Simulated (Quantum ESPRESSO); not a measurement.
# The valence band of Al2Pt as photoemission sees it, part 17 of 21

Aim: the valence spectrum of Al2Pt from He I to hard X-rays, and which orbitals make each feature.

Quantum ESPRESSO 7.5; DFT, PBEsol, plane waves, ultrasoft GBRV pseudopotentials, scalar-relativistic (the session's first sound run).

So far. Step 14 (Another volume: self-consistent run): The run ends at a pressure of 4.61 GPa. Step 17 (Another volume: bands): Of the bands kept, 3 cross the Fermi level on this path.

The database entry behind the starting cell differs from later determinations by our own check (0.1 to 0.3 % short, probably kX units), so it need not match the best structure at ambient conditions.

## 18. Other settings: self-consistent run: mixing_beta = 0.1 and mixing_mode = "local-TF"

This step: DFT, PBEsol, plane waves, ultrasoft GBRV pseudopotentials, scalar-relativistic; changed: mixing_beta = 0.1, mixing_mode = "local-TF" (Quantum ESPRESSO 7.5).

Some settings are changed to see whether the read-outs move.

scf.in

```
&control
  calculation = 'scf'
  prefix = 'pes'
  outdir = './tmp'
  pseudo_dir = './pp'
  tprnfor = .true.
  tstress = .true.
/
&system
  ibrav = 0
  nat = 3
  ntyp = 2
  ecutwfc = 40.0
  ecutrho = 200.0
  occupations = 'smearing'
  nbnd = 21
  smearing = 'fd'
  degauss = 0.00367
/
&electrons
  conv_thr = 1.8e-08
  mixing_beta = 0.1
  electron_maxstep = 120
  mixing_mode = 'local-TF'
  mixing_ndim = 8
/
ATOMIC_SPECIES
Pt 195.0840 pt_pbesol_v1.4.uspp.F.UPF
Al 26.9815 al_pbesol_v1.uspp.F.UPF
CELL_PARAMETERS angstrom
 0.000000000 2.955000000 2.955000000
 2.955000000 0.000000000 2.955000000
 2.955000000 2.955000000 0.000000000
ATOMIC_POSITIONS crystal
Pt 0.000000000 0.000000000 0.000000000
Al 0.750000000 0.750000000 0.750000000
Al 0.250000000 0.250000000 0.250000000
K_POINTS automatic
12 12 12 0 0 0
```

The run is started by

```
$ OMP_NUM_THREADS=1 mpirun -n 4 pw.x -nk 4 -in scf.in > scf.out
```

Output:

```text
[banner, memory and clock lines left out]
Program PWSCF v.7.5 starts

          URL

     Message from routine setup:
     using ibrav=0 with symmetry is DISCOURAGED, use correct ibrav instead

     G-vector sticks info

     bravais-lattice index     =            0
     lattice parameter (alat)  =       7.8972  a.u.
     unit-cell volume          =     348.2564 (a.u.)^3
     number of atoms/cell      =            3
     number of atomic types    =            2
     number of electrons       =        22.00
     number of Kohn-Sham states=           21
     kinetic-energy cutoff     =      40.0000  Ry
     charge density cutoff     =     200.0000  Ry
     scf convergence threshold =      1.8E-08
     mixing beta               =       0.1000
     number of iterations used =            8  local-TF  mixing
     Exchange-correlation= SLA  PW   PSX  PSC
                           (   1   4  10   8   0   0   0)

     celldm(1)=   7.897168  celldm(2)=   0.000000  celldm(3)=   0.000000
     celldm(4)=   0.000000  celldm(5)=   0.000000  celldm(6)=   0.000000

     crystal axes: (cart. coord. in units of alat)
               a(1) = (   0.000000   0.707107   0.707107 )
               a(2) = (   0.707107   0.000000   0.707107 )
               a(3) = (   0.707107   0.707107   0.000000 )

     reciprocal axes: (cart. coord. in units 2 pi/alat)
               b(1) = ( -0.707107  0.707107  0.707107 )
               b(2) = (  0.707107 -0.707107  0.707107 )
               b(3) = (  0.707107  0.707107 -0.707107 )

     PseudoPot. # 1 for Pt read from file:
     ./pp/pt_pbesol_v1.4.uspp.F.UPF
     Pseudo is Ultrasoft + core correction, Zval = 16.0
     Generated by new atomic code, or converted to UPF format
     Using radial grid of  985 points,  6 beta functions with:
                l(1) =   0
                l(2) =   0
                l(3) =   1
                l(4) =   1
                l(5) =   2
                l(6) =   2
     Q(r) pseudized with  8 coefficients,  rinner =    1.300   1.300   1.300
                                                       1.300   1.300

     PseudoPot. # 2 for Al read from file:
     ./pp/al_pbesol_v1.uspp.F.UPF
     Pseudo is Ultrasoft + core correction, Zval =  3.0
     Generated by new atomic code, or converted to UPF format
     Using radial grid of  893 points,  3 beta functions with:
                l(1) =   0
                l(2) =   1
                l(3) =   2
     Q(r) pseudized with  8 coefficients,  rinner =    0.900   0.900   0.900
                                                       0.900   0.900

     atomic species   valence    mass     pseudopotential
     Pt               16.00   195.08400     Pt( 1.00)
     Al                3.00    26.98150     Al( 1.00)

     48 Sym. Ops., with inversion, found

   Cartesian axes

     site n.     atom                  positions (alat units)
         1        Pt     tau(   1) = (   0.0000000   0.0000000   0.0000000  )
         2        Al     tau(   2) = (   1.0606602   1.0606602   1.0606602  )
         3        Al     tau(   3) = (   0.3535534   0.3535534   0.3535534  )

     number of k points=    72  Fermi-Dirac smearing, width (Ry)=  0.0037
                       cart. coord. in units 2pi/alat
        k(    1) = (   0.0000000   0.0000000   0.0000000), wk =   0.0011574
        k(    2) = (   0.0589256   0.0589256  -0.0589256), wk =   0.0092593
        k(    3) = (   0.1178511   0.1178511  -0.1178511), wk =   0.0092593
        k(    4) = (   0.1767767   0.1767767  -0.1767767), wk =   0.0092593
        k(    5) = (   0.2357023   0.2357023  -0.2357023), wk =   0.0092593
        k(    6) = (   0.2946278   0.2946278  -0.2946278), wk =   0.0092593
        k(    7) = (  -0.3535534  -0.3535534   0.3535534), wk =   0.0046296
        k(    8) = (   0.1178511   0.0000000  -0.0000000), wk =   0.0069444
        k(    9) = (   0.1767767   0.0589256  -0.0589256), wk =   0.0277778
        k(   10) = (   0.2357023   0.1178511  -0.1178511), wk =   0.0277778
        k(   11) = (   0.2946278   0.1767767  -0.1767767), wk =   0.0277778
        k(   12) = (   0.3535534   0.2357023  -0.2357023), wk =   0.0277778
        k(   13) = (  -0.2946278  -0.4124790   0.4124790), wk =   0.0277778
        k(   14) = (  -0.2357023  -0.3535534   0.3535534), wk =   0.0277778
        k(   15) = (  -0.1767767  -0.2946278   0.2946278), wk =   0.0277778
        k(   16) = (  -0.1178511  -0.2357023   0.2357023), wk =   0.0277778
[...]
k(   65) = (  -0.2357023  -0.4714045   0.7071068), wk =   0.0277778
        k(   66) = (  -0.1767767  -0.4124790   0.6481812), wk =   0.0555556
        k(   67) = (  -0.1178511  -0.3535534   0.5892557), wk =   0.0277778
        k(   68) = (  -0.1178511  -0.4714045   0.7071068), wk =   0.0277778
        k(   69) = (  -0.0589256  -0.4124790   0.6481812), wk =   0.0555556
        k(   70) = (   0.0000000  -0.3535534   0.5892557), wk =   0.0277778
        k(   71) = (  -0.7071068   0.2357023   0.0000000), wk =   0.0138889
        k(   72) = (  -0.7071068   0.3535534   0.0000000), wk =   0.0069444

     Dense  grid:    16529 G-vectors     FFT dimensions: (  36,  36,  36)

     Smooth grid:    11935 G-vectors     FFT dimensions: (  32,  32,  32)

     Initial potential from superposition of free atoms

     starting charge      21.4953, renormalised to      22.0000

     negative rho (up, down):  1.862E-01 0.000E+00
     Starting wfcs are   20 randomized atomic wfcs +    1 random wfcs

     per-process dynamical memory:    26.3 Mb

     Self-consistent Calculation

     iteration #  1     ecut=    40.00 Ry     beta= 0.10
     Davidson diagonalization with overlap
     ethr =  1.00E-02,  avg # of iterations =  5.7

     negative rho (up, down):  1.811E-01 0.000E+00

     total energy              =    -224.42960129 Ry
     estimated scf accuracy    <       2.50020165 Ry

     iteration #  2     ecut=    40.00 Ry     beta= 0.10
     Davidson diagonalization with overlap
     ethr =  1.00E-02,  avg # of iterations =  1.0

     negative rho (up, down):  1.541E-01 0.000E+00

     total energy              =    -223.80491699 Ry
     estimated scf accuracy    <       1.80370576 Ry

     iteration #  3     ecut=    40.00 Ry     beta= 0.10
     Davidson diagonalization with overlap
     ethr =  8.20E-03,  avg # of iterations =  1.7

     negative rho (up, down):  1.545E-01 0.000E+00

     total energy              =    -224.06817969 Ry
     estimated scf accuracy    <       0.01204754 Ry

     iteration #  4     ecut=    40.00 Ry     beta= 0.10
     Davidson diagonalization with overlap
[...]
k =-0.3536-0.3536 0.3536 (  1476 PWs)   bands (ev):

   -42.1538 -42.1514 -42.1514   3.0947   4.8878   6.2715   6.2715   7.2975
     7.5355   7.5355  12.0333  12.0333  14.7252  16.1640  16.1640  16.3451
    20.6720  20.6720  21.5060  22.6669  23.9871

          k = 0.1179 0.0000-0.0000 (  1459 PWs)   bands (ev):

   -42.1510 -42.1509 -42.1509   0.8851   5.8636   5.9927   5.9927   7.2531
     7.3494  13.9492  13.9717  13.9717  14.2296  16.4951  16.6676  17.2608
    17.2608  17.5897  17.5897  19.7187  20.3618

          k = 0.1768 0.0589-0.0589 (  1475 PWs)   bands (ev):

[...]
17.4219  18.1506  18.2684  20.6691  20.9699

          k = 0.2357 0.1179-0.1179 (  1478 PWs)   bands (ev):

[...]
17.2829  18.9605  19.0249  21.4945  22.8782

          k = 0.2946 0.1768-0.1768 (  1476 PWs)   bands (ev):

[...]
17.6068  19.8710  19.9239  22.4519  23.9257

          k = 0.3536 0.2357-0.2357 (  1476 PWs)   bands (ev):

[...]
18.6294  20.6592  20.9410  23.2437  23.7823

          k =-0.2946-0.4125 0.4125 (  1488 PWs)   bands (ev):

[...]
19.7999  20.7835  21.5029  23.0576  23.8905

          k =-0.2357-0.3536 0.3536 (  1493 PWs)   bands (ev):

[...]
20.0739  20.0959  21.2456  23.3742  24.0965

          k =-0.1768-0.2946 0.2946 (  1479 PWs)   bands (ev):

[...]
19.0415  19.0672  21.1602  22.7122  24.9417

          k =-0.1179-0.2357 0.2357 (  1484 PWs)   bands (ev):

[...]
17.9876  18.1863  20.2884  21.9587  23.9602

          k =-0.0589-0.1768 0.1768 (  1477 PWs)   bands (ev):

[...]
k =-0.0000-0.1179 0.1179 (  1454 PWs)   bands (ev):

[...]
k = 0.2357 0.0000-0.0000 (  1463 PWs)   bands (ev):

[...]
k = 0.2946 0.0589-0.0589 (  1477 PWs)   bands (ev):

[...]
k = 0.3536 0.1179-0.1179 (  1484 PWs)   bands (ev):

[...]
k = 0.4125 0.1768-0.1768 (  1484 PWs)   bands (ev):

[...]
k =-0.2357-0.4714 0.4714 (  1493 PWs)   bands (ev):

[...]
k =-0.1768-0.4125 0.4125 (  1485 PWs)   bands (ev):

[...]
k =-0.1179-0.3536 0.3536 (  1487 PWs)   bands (ev):

[...]
k =-0.0589-0.2946 0.2946 (  1489 PWs)   bands (ev):

[...]
k = 0.0000-0.2357 0.2357 (  1492 PWs)   bands (ev):

[...]
k = 0.3536 0.0000 0.0000 (  1491 PWs)   bands (ev):

[...]
k = 0.4125 0.0589-0.0589 (  1486 PWs)   bands (ev):

[...]
k = 0.4714 0.1179-0.1179 (  1494 PWs)   bands (ev):

[...]
k =-0.1768-0.5303 0.5303 (  1491 PWs)   bands (ev):

[...]
k =-0.1179-0.4714 0.4714 (  1497 PWs)   bands (ev):

[...]
k =-0.0589-0.4125 0.4125 (  1494 PWs)   bands (ev):

[...]
k = 0.0000-0.3536 0.3536 (  1478 PWs)   bands (ev):

[...]
k = 0.4714 0.0000-0.0000 (  1479 PWs)   bands (ev):

[...]
k = 0.5303 0.0589-0.0589 (  1489 PWs)   bands (ev):

[...]
k =-0.1179-0.5893 0.5893 (  1492 PWs)   bands (ev):

[...]
k =-0.0589-0.5303 0.5303 (  1493 PWs)   bands (ev):

[...]
k = 0.5893 0.0000-0.0000 (  1488 PWs)   bands (ev):

[...]
k = 0.0000-0.5893 0.5893 (  1494 PWs)   bands (ev):

[...]
k =-0.7071 0.0000 0.0000 (  1524 PWs)   bands (ev):

[...]
k = 0.2357 0.1179 0.0000 (  1483 PWs)   bands (ev):

[...]
k = 0.2946 0.1768-0.0589 (  1484 PWs)   bands (ev):

[...]
k = 0.3536 0.2357-0.1179 (  1476 PWs)   bands (ev):

[...]
k = 0.3536 0.1179 0.0000 (  1487 PWs)   bands (ev):

[...]
k = 0.4125 0.1768-0.0589 (  1484 PWs)   bands (ev):

[...]
k = 0.0000-0.2357 0.3536 (  1501 PWs)   bands (ev):

[...]
k = 0.4714 0.1179-0.0000 (  1484 PWs)   bands (ev):

[...]
k =-0.1179-0.5893 0.7071 (  1490 PWs)   bands (ev):

[...]
k =-0.0589-0.5303 0.6482 (  1490 PWs)   bands (ev):

[...]
k =-0.0000-0.4714 0.5893 (  1488 PWs)   bands (ev):

[...]
k =-0.7071 0.1179-0.0000 (  1508 PWs)   bands (ev):

[...]
k =-0.2357-0.4714 0.7071 (  1492 PWs)   bands (ev):

[...]
19.8440  20.3757  21.4418  23.3633  23.8959

          k =-0.1768-0.4125 0.6482 (  1491 PWs)   bands (ev):

[...]
19.2834  20.9969  22.2620  23.1612  24.7762

          k =-0.1179-0.3536 0.5893 (  1498 PWs)   bands (ev):

[...]
19.4937  20.9242  22.8144  23.6979  24.4587

          k =-0.1179-0.4714 0.7071 (  1494 PWs)   bands (ev):

[...]
20.2439  21.6803  22.4322  23.7964  24.2676

          k =-0.0589-0.4125 0.6482 (  1497 PWs)   bands (ev):

   -42.1532 -42.1527 -42.1520   4.6183   4.9793   5.7265   6.2254   7.1209
     7.6108   8.0259   8.6954  10.2351  15.4185  16.5292  16.8599  18.3331
    20.4218  22.1079  23.1506  23.6255  23.9970

          k = 0.0000-0.3536 0.5893 (  1492 PWs)   bands (ev):

   -42.1530 -42.1528 -42.1519   4.3804   5.0232   5.9378   6.1755   7.0614
     7.4548   8.4446   8.4858  10.4420  15.5759  16.2728  17.3829  17.9518
    19.9733  22.1369  22.8173  22.9531  24.3308

          k =-0.7071 0.2357 0.0000 (  1488 PWs)   bands (ev):

   -42.1533 -42.1525 -42.1520   4.9497   5.0679   5.1700   6.4865   7.2238
     7.7212   7.7509   8.7611   9.9949  15.1614  15.6999  17.4178  19.0802
    21.0255  22.2968  23.1215  23.1512  23.8950

          k =-0.7071 0.3536 0.0000 (  1480 PWs)   bands (ev):

   -42.1529 -42.1529 -42.1520   4.9954   4.9954   5.5939   5.9019   7.2240
     7.7511   8.2216   8.2216  10.1130  16.2076  16.2076  17.1501  17.2994
    20.9156  22.9498  22.9498  23.4293  24.2313

     the Fermi energy is    11.0346 ev

!    total energy              =    -224.07093485 Ry
     estimated scf accuracy    <          9.1E-09 Ry
     smearing contrib. (-TS)   =      -0.00071698 Ry
     internal energy E=F+TS    =    -224.07021788 Ry

     The total energy is F=E-TS. E is the sum of the following terms:
     one-electron contribution =     -84.09701993 Ry
     hartree contribution      =      53.30135991 Ry
     xc contribution           =     -65.24777770 Ry
     ewald contribution        =    -128.02678016 Ry

     convergence has been achieved in  11 iterations

     negative rho (up, down):  1.707E-01 0.000E+00

     Forces acting on atoms (cartesian axes, Ry/au):

     atom    1 type  1   force =    -0.00000000   -0.00000000    0.00000000
     atom    2 type  2   force =     0.00000000    0.00000000    0.00000000
     atom    3 type  2   force =    -0.00000000    0.00000000   -0.00000000

     Total force =     0.000000     Total SCF correction =     0.000000

     Computing stress (Cartesian axis) and pressure

     negative rho (up, down):  1.707E-01 0.000E+00
          total   stress  (Ry/bohr**3)                   (kbar)     P=      -14.10
  -0.00009583   0.00000000  -0.00000000          -14.10        0.00       -0.00
   0.00000000  -0.00009583  -0.00000000            0.00      -14.10       -0.00
  -0.00000000  -0.00000000  -0.00009583           -0.00       -0.00      -14.10

     XML data file, charge density, pseudopotentials, collected wavefunctions

                                        0.00s GPU  (     665 calls)
```

Run time: 9 s. Hardware: 4 MPI ranks of Arm Neoverse V1, shared host; 36 s of CPU time.

This step gave:

```yaml
free_energy: -3048.6404 eV
fermi_energy: 11.03 eV
pressure: -1.41 GPa
```

Against step 2 (now other mixing), the free energy stays within 0.05 meV an atom. The two runs end at the same energy.

(Continued in part 18 of 21.)

[Logs are printed without paths, hosts, clocks, repeated set-up lines and the standing remarks that a program may print on its own settings, such as how far it seeks lower states.]

[Hosts, paths, dates, database ids (printed as entryN), source tags and the programs' standing remarks are cut or masked in the printed files.]

[Maps of the electrostatic potential energy from Ansatz leave out the sawtooth potential of an applied field or a dipole correction, so their vacuum need not be flat; work functions include it.]

[Peak lists hold at most the 14 tallest peaks of each spectrum; further lines can be left out.]
